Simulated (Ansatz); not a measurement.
## Electron scattering at the Σ3 (111) boundary in fcc Ni, starting shift (0.25, 0.5)

Aim: the relaxed structure and the specific resistance of the Σ3 (111) boundary in fcc Ni, starting shift (0.25, 0.5).

Program: Ansatz 0.2.0. Level of theory: Ansatz plane-wave DFT, PBE, PAW files, collinear spin; relaxation of a bicrystal slab with its lowest layers held; PAW set soft_1, in the first sound run; inputs show where later runs differ. Results are calculated unless marked as measured.

This is a report of a sequence of runs, with most program output left out.

### 1. Set-up

The cell holds 10 atoms: 10 Ni. Cell: a = 2.492 Å, b = 2.492 Å, c = 29.411 Å, α = 90.0°, β = 90.0°, γ = 120.0°. It derives from Ni. built on the (1 1 1) plane; 1 overlapping atoms removed and the grains opened by 0.1 Å. Vacuum lies along c.

### 2. Relaxing the bicrystal

The boundary is built by mirroring the lower grain in the boundary plane and removing any atoms that overlap. A thin bicrystal slab is relaxed first, with the lowest layers held and the upper grain free to shift and open.

g

input.yaml reads:

```yaml
crystal:
  lattice:
    - [2.4918442969, 0.0, 0.0]
    - [-1.2459221485, 2.1580004634, 0.0]
    - [0.0, 0.0, 29.4112411374]
  atoms:
    - { symbol: Ni, position: [0.6666666666, 0.3333333333, 0.1700030263], spin: 1.0 }
    - { symbol: Ni, position: [1.0, 0.0, 0.2391800576], spin: 1.0 }
    - { symbol: Ni, position: [0.3333333333, 0.6666666667, 0.3083570889], spin: 1.0 }
    - { symbol: Ni, position: [0.6666666667, 0.3333333333, 0.3775341202], spin: 1.0 }
    - { symbol: Ni, position: [0.0, 0.0, 0.4467111515], spin: 1.0 }
    - { symbol: Ni, position: [0.9166666667, 0.8333333333, 0.5192882433], spin: 1.0 }
    - { symbol: Ni, position: [0.5833333333, 0.1666666667, 0.5884652746], spin: 1.0 }
    - { symbol: Ni, position: [0.25, 0.5, 0.6576423059], spin: 1.0 }
    - { symbol: Ni, position: [0.9166666666, 0.8333333333, 0.7268193372], spin: 1.0 }
    - { symbol: Ni, position: [0.5833333333, 0.1666666667, 0.7959963685], spin: 1.0 }
magnetization:
  spin_polarized: true
kpoints:
  mp_grid: { grid: [11, 11, 1] }
hamiltonian:
  xc: pbe
  pseudopotentials: { kind: paw, azcp: { folder: soft_1 } }
scf:
  occupations: { method: fermi_dirac, width: 0.1 }
relax:
  f_tol: 0.03
  max_steps: 80
  constraints: [{ sites: [0, 1] }]
```

Run with:

```console
> ansatz run input.yaml --threads 8 --pin off --max-ram 15360MiB --backend cpu --events-out ev --progress --plain --runs-dir out
```

The job ended after 2.9 min (8 threads of Intel Xeon Platinum 8375C at 2.90GHz (Ice Lake), shared host; peak memory 1.7 GiB).

The steps of the relaxation:

```
step  energy less that of the first step (eV)  largest force component (eV/Å)
   1                                   0.0000                          1.2246
   2                                  -0.0875                          0.6225
   3                                  -0.2208                          0.2984
   4                                  -0.3317                          0.3617
   5                                  -0.3942                          0.0984
   6                                  -0.4168                          0.0208
   7                                  -0.4304                          0.0316
   8                                  -0.4375                          0.0217
   9                                  -0.4386                          0.0155
```

Forces are held to the 2 operations that the run works with; a distortion that breaks them can't arise in this run.

The atoms that moved most (Å):

```
atom     dx      dy      dz  length
Ni10  0.000  -1.081  -0.153   1.092
 Ni9  0.000  -1.081  -0.120   1.087
 Ni8  0.000  -1.080  -0.116   1.086
 Ni7  0.000  -1.078  -0.114   1.084
 Ni6  0.000  -1.075  -0.109   1.081
 Ni4  0.000  -0.001  -0.012   0.012
 Ni5  0.000   0.000  -0.009   0.009
 Ni3  0.000   0.000  -0.006   0.006
```

This step gave:

```
free energy             : -58396.2019 eV
energy at zero smearing : -58395.9224 eV
Fermi energy            : 10.82 eV
magnetization           : 6.282 μB
absolute magnetization  : 7.211 μB
```

The largest force component on a free atom ends at 0.015 eV/Å, under the tolerance of 0.03, after 9 steps.

### 3. Transmission across the boundary

Bulk layers of each grain are laid under and over the relaxed boundary, and a lead is named in the middle of each, away from the free faces. The mesh across the current, 28×28, is finer than the density's, because channels open and close sharply across the zone. Energies from -0.1 to 0.1 eV in steps of 0.05 eV are too few for the program's thermal sum, so it prints no conductance; for a metal the transmission near the Fermi level serves, at a fraction of the cost.

e

This step: Ansatz plane-wave DFT, PBE, PAW files, collinear spin; ballistic transport by layer matching (Landauer), zero bias; boundary relaxed in a short slab, bulk layers laid on; PAW set soft_1 (Ansatz 0.2.0).

System of this step: Σ3 (111) boundary in fcc Ni, starting shift (0.25, 0.5). The cell holds 22 atoms: 22 Ni. Cell: a = 2.492 Å, b = 2.492 Å, c = 50.712 Å, α = 90.0°, β = 90.0°, γ = 120.0°. It derives from Ni. Regions: lower grain, 9 atoms (9 Ni); boundary, 6 atoms (6 Ni); upper grain, 7 atoms (7 Ni). Vacuum lies along c.

input.yaml reads:

```yaml
crystal:
  lattice:
    - [2.4918442969, 0.0, 0.0]
    - [-1.2459221485, 2.1580004634, 0.0]
    - [0.0, 0.0, 50.7124099227]
  atoms:
    - { symbol: Ni, position: [-4.0000000001, -8.0, 0.0788761569], spin: 1.0 }
    - { symbol: Ni, position: [-3.6666666668, -7.3333333333, 0.118996166], spin: 1.0 }
    - { symbol: Ni, position: [-3.3333333334, -6.6666666667, 0.1591161751], spin: 1.0 }
    - { symbol: Ni, position: [-3.0000000001, -6.0, 0.1992361842], spin: 1.0 }
    - { symbol: Ni, position: [-2.6666666667, -5.3333333333, 0.2393561933], spin: 1.0 }
    - { symbol: Ni, position: [-2.3333333334, -4.6666666667, 0.2794762025], spin: 1.0 }
    - { symbol: Ni, position: [-2.0, -4.0, 0.3195962116], spin: 1.0 }
    - { symbol: Ni, position: [-1.6666666667, -3.3333333333, 0.3597162207], spin: 1.0 }
    - { symbol: Ni, position: [-1.3333333333, -2.6666666667, 0.3998362298], spin: 1.0 }
    - { symbol: Ni, position: [1.0, 0.0, 0.4399562389], spin: 1.0 }
    - { symbol: Ni, position: [0.3332589984, 0.6665179968, 0.4799506379], spin: 1.0 }
    - { symbol: Ni, position: [0.6664732569, 0.3329465139, 0.5199641266], spin: 1.0 }
    - { symbol: Ni, position: [-4.15657e-05, -8.31313e-05, 0.5601300925], spin: 1.0 }
    - { symbol: Ni, position: [0.6674972873, 0.3349945746, 0.6002686225], spin: 1.0 }
    - { symbol: Ni, position: [0.3335016721, -0.3329966558, 0.6402837793], spin: 1.0 }
    - { symbol: Ni, position: [-0.9998316613, -1.9996633225, 0.6804037884], spin: 1.0 }
    - { symbol: Ni, position: [-1.3331649946, -2.6663299891, 0.7205237975], spin: 1.0 }
    - { symbol: Ni, position: [-1.6664983279, -3.3329966558, 0.7606438067], spin: 1.0 }
    - { symbol: Ni, position: [-1.9998316613, -3.9996633225, 0.8007638158], spin: 1.0 }
    - { symbol: Ni, position: [-2.3331649946, -4.6663299891, 0.8408838249], spin: 1.0 }
    - { symbol: Ni, position: [-2.666498328, -5.3329966558, 0.881003834], spin: 1.0 }
    - { symbol: Ni, position: [-2.9998316613, -5.9996633225, 0.9211238431], spin: 1.0 }
magnetization:
  spin_polarized: true
kpoints:
  mp_grid: { grid: [12, 12, 1] }
hamiltonian:
  xc: pbe
  pseudopotentials: { kind: paw, azcp: { folder: soft_1 } }
scf:
  occupations: { method: fermi_dirac, width: 0.1 }
output:
  transmission:
    leads: [[5, 6], [17, 18]]
    kmesh: [28, 28]
    e_range: [-0.1, 0.1]
    de: 0.05
  write_potential: true
  write_density: true
  volumetric_format: npy
  elf: true
```

Run time: 3.8 min. Hardware: 8 threads; peak memory 7.3 GiB; 29 min of CPU time.

Numbers from this step:

```
free energy                          : -128473.2110 eV
energy at zero smearing              : -128472.6036 eV
Fermi energy                         : 15.16 eV
magnetization                        : 14.22 μB
absolute magnetization               : 16.25 μB
cell area                            : 5.377 Å²
transmission, spin up                : 0.5940
transmission, spin down              : 1.474
open channels, spin up               : 0.6467
open channels, upper lead, spin up   : 0.6467
open channels, spin down             : 1.709
open channels, upper lead, spin down : 1.709
step of the lead's potential         : 1.3 meV
step of the upper lead's potential   : 2.3 meV
```

Per spin. The transmission, zone mean by energy, zero at the Fermi level:

```
energy (eV)   T up  T down
    -0.1000  0.560    1.40
    -0.0500  0.571    1.42
     0.0000  0.594    1.47
     0.0500  0.599    1.55
     0.1000  0.605    1.50
```

Per spin. The open channels, zone mean by energy, zero at the Fermi level:

```
energy (eV)  lead up  upper lead up  lead down  upper lead down
    -0.1000    0.601          0.601       1.67             1.67
    -0.0500    0.631          0.631       1.69             1.69
     0.0000    0.647          0.647       1.71             1.71
     0.0500    0.647          0.647       1.77             1.77
     0.1000    0.647          0.647       1.90             1.89
```

Transmission over k1 and k2. At 0.0000 eV from the Fermi level, spin up.

Ten even steps from '0' (0.00) to '9' (1.00), each cell a mean:
```
2555111202115553000000000000
0557889949988775200000000000
0169999999999998500000000000
0079999999999999960000000000
0089999999999999999200000000
0049999999999999999900000000
0069999999999999999976000000
0089999999999999999999810000
0179999999999999999999982100
1569999999999999999999998531
4559999999999929999999999855
2245999999999999999999999955
0002399999999999999999999972
0000029999999999999999999980
0000001899999999999999999980
0000000009999999999999999920
0000000004999999999999999990
0000000000289999999999999980
0000000000006999999999999960
0000000000003578899969998755
1000000000000455533404332555
4200000000000243100000000113
```
Columns: k1 (b1) from -0.5 to 0.464; rows upwards: k2 (b2) from -0.5 to 0.464.

Open channels over k1 and k2. At 0.0000 eV from the Fermi level, spin up.

Ten even steps from '_' (0.00) to '@' (1.00), each cell a mean:
```
##@@@@@@::::::::__::::::@@@@@@@@________________________
__@@@@@@@@@@@@@@==@@@@@@@@@@@@@@==______________________
__--@@@@@@@@@@@@@@@@@@@@@@@@@@@@@@______________________
____@@@@@@@@@@@@@@@@@@@@@@@@@@@@@@%%____________________
____@@@@@@@@@@@@@@@@@@@@@@@@@@@@@@@@@@::________________
____++@@@@@@@@@@@@@@@@@@@@@@@@@@@@@@@@@@________________
____##@@@@@@@@@@@@@@@@@@@@@@@@@@@@@@@@@@####____________
____@@@@@@@@@@@@@@@@@@@@@@@@@@@@@@@@@@@@@@@@@@..________
__--@@@@@@@@@@@@@@@@@@@@@@@@@@@@@@@@@@@@@@@@@@@@----____
++@@@@@@@@@@@@@@@@@@@@@@@@@@@@@@@@@@@@@@@@@@@@@@@@@@++++
@@@@@@@@@@@@@@@@@@@@@@@@@@@@::@@@@@@@@@@@@@@@@@@@@@@@@@@
######@@@@@@@@@@@@@@@@@@@@@@@@@@@@@@@@@@@@@@@@@@@@@@@@@@
______++++@@@@@@@@@@@@@@@@@@@@@@@@@@@@@@@@@@@@@@@@@@@@++
__________--@@@@@@@@@@@@@@@@@@@@@@@@@@@@@@@@@@@@@@@@@@__
____________..@@@@@@@@@@@@@@@@@@@@@@@@@@@@@@@@@@@@@@@@__
__________________@@@@@@@@@@@@@@@@@@@@@@@@@@@@@@@@@@::__
__________________++@@@@@@@@@@@@@@@@@@@@@@@@@@@@@@@@@@__
____________________::@@@@@@@@@@@@@@@@@@@@@@@@@@@@@@@@__
________________________@@@@@@@@@@@@@@@@@@@@@@@@@@@@@@..
________________________**@@@@@@@@@@@@@@**@@@@@@@@@@@@@@
++________________________@@@@@@@@======__========@@@@@@
@@##______________________@@@@@@::________________::::@@
```
Columns: k1 (b1) from -0.5 to 0.464; rows upwards: k2 (b2) from -0.5 to 0.464.

Transmission over k1 and k2. At 0.0000 eV from the Fermi level, spin down.

Ten even steps from '0' (0.00) to '9' (2.82), each cell a mean:
```
4444333333333444302333333302
2357244455444364311344334411
3343288859488662333345566533
3335867666567667633333388333
3336966666666666974333336433
3337666666666666685533334533
3338866666666666665973333433
3336566666666666666646333302
2336966666666666666668843301
3343966666666666666666881434
5447566666666666666666673845
4435187666666666666666669253
2113358766666666666666669633
3203334746666666666666665633
3323333379666666666666668833
3335433337476666666666665733
3334533333488666666666669633
3333773333347866666666669633
3335675533333257994949984233
2224433443213572555665551853
3103333333103444333333333444
5422333333322454223333333224
```
Columns: k1 (b1) from -0.5 to 0.464; rows upwards: k2 (b2) from -0.5 to 0.464.

Open channels over k1 and k2. At 0.0000 eV from the Fermi level, spin down.

Ten even steps from '0' (0.00) to '9' (3.79), each cell a mean:
```
4555222222224555402222222204
2569233344333576311233223311
2345666667566684322235465522
2224755555555556522223377322
2225755555555555763222225322
2226655555555555565522223522
2227755555555555555762222322
2225555555555555555555322202
2325755555555555555556632301
4553755555555555555555662645
5558755555555555555555556955
4547275555555555555555557365
2314246655555555555555557524
2102223655555555555555556522
2222222377555555555555557722
2225322226565555555555556722
2223522222366555555555557522
2222762222236755555555557522
2225574532223386775757777333
2114422442114684444664442965
4302222222104556422222222655
5522222222223555322222222335
```
Columns: k1 (b1) from -0.5 to 0.464; rows upwards: k2 (b2) from -0.5 to 0.464.

Slowest decay crystal 1 over k1 and k2. At 0.0000 eV from the Fermi level, spin up.

Ten even steps from '0' (0.000) to '9' (0.504), each cell a mean:
```
0000234554320000346778887653
3000000010000000146788998765
5100000000000000035789999876
6400000000000000004678999987
7500000000000000000478899998
7610000000000000000047788888
6500000000000000000001677777
5400000000000000000000035666
3100000000000000000000001244
1000000000000000000000000011
0000000000000020000000000000
0000000000000000000000000000
3331100000000000000000000001
5555420000000000000000000003
6777764000000000000000000005
7788887630000000000000000016
7889998762000000000000000006
6789999876300000000000000004
5789999987520000000000000002
3578899987640000000000000000
1356788887642000012343321000
0034667776542000245677665320
```
Columns: k1 (b1) from -0.5 to 0.464; rows upwards: k2 (b2) from -0.5 to 0.464.

Spin density in the ca plane at fractional y = 0.000, with atoms of Ni within 0.2 Å of it.

Ten even steps from '0' (0.0 e/Å³) to '9' (2.4 e/Å³), each cell a mean:
```
51000000000000015300000000000000252000000000
10000000000000001000000000000000010000000000
00000000000000000000000000000000000000000000
00000000000000000000000000000000000000000000
00000000000000000000000000000000000000000000
00000000000000000000000000000000000000000000
30000000000000003200000000000000131000000000
91000000000000028600000000000000493000000000
```
Columns run along c (16.0 Å, from fractional 0.68 to 1.00 of the cell), rows up along a (2.5 Å). Atoms in or near the plane, at fractional coordinates: Ni at (0.80, 0.00), Ni at (0.92, 0.00).

ELF in the ca plane at fractional y = 0.000, with atoms of Ni within 0.2 Å of it. It is the smooth field of the valence electrons, not physical close to the nuclei.

Ten even steps from '0' (0.00) to '9' (0.96), each cell a mean:
```
84123222222232148721322222222222685110000000
32122112221122123312211122111221342111000000
11221111211112211112111122111122111121000000
22211211211211222222122122122122222221100000
12221111211212221122111122111122122221100000
21221112211112212212211122111121222111000000
73122222222222137522222222222222574111000000
95123322222332159831332222223322896210000000
```
Columns run along c (16.0 Å, from fractional 0.68 to 1.00 of the cell), rows up along a (2.5 Å). Atoms in or near the plane, at fractional coordinates: Ni at (0.80, 0.00), Ni at (0.92, 0.00).

Electrostatic potential energy in the ca plane at fractional y = 0.000, with atoms of Ni within 0.2 Å of it. With pseudopotentials it is smooth inside the atoms' cores, unlike the true potential.

Values in eV, 5 rows by 16 columns, each cell a mean:
```
 2 15 15 16 15  2  2 14 15 16 15  3  2 17 20 20
 6  9  6  9  6  9  6  9  5  9  5  9  5 19 20 20
14  5  1  5  1 15 14  6  0  6  0 15 14 19 20 20
 1 12 10 12 10  4  0 12 10 13 10  5  0 18 20 20
 5 15 17 17 16  4  6 14 16 17 16  4  6 16 20 20
```
Columns run along c (16.0 Å, from fractional 0.68 to 1.00 of the cell; values clipped at the 3rd and 97th percentile), rows up along a (2.5 Å). Atoms in or near the plane, at fractional coordinates: Ni at (0.80, 0.00), Ni at (0.92, 0.00).

Nearest the Fermi level spin up passes 0.594 of 0.647 channels of the lower lead and spin down 1.47 of 1.71.

(Part 1 of 2 ends here.)

[Logs are printed without paths, hosts, clocks, repeated set-up lines and the standing remarks that a program may print on its own settings, such as how far it seeks lower states.]

[Hosts, paths, dates, database ids (printed as entryN), source tags and the programs' standing remarks are cut or masked in the printed files.]
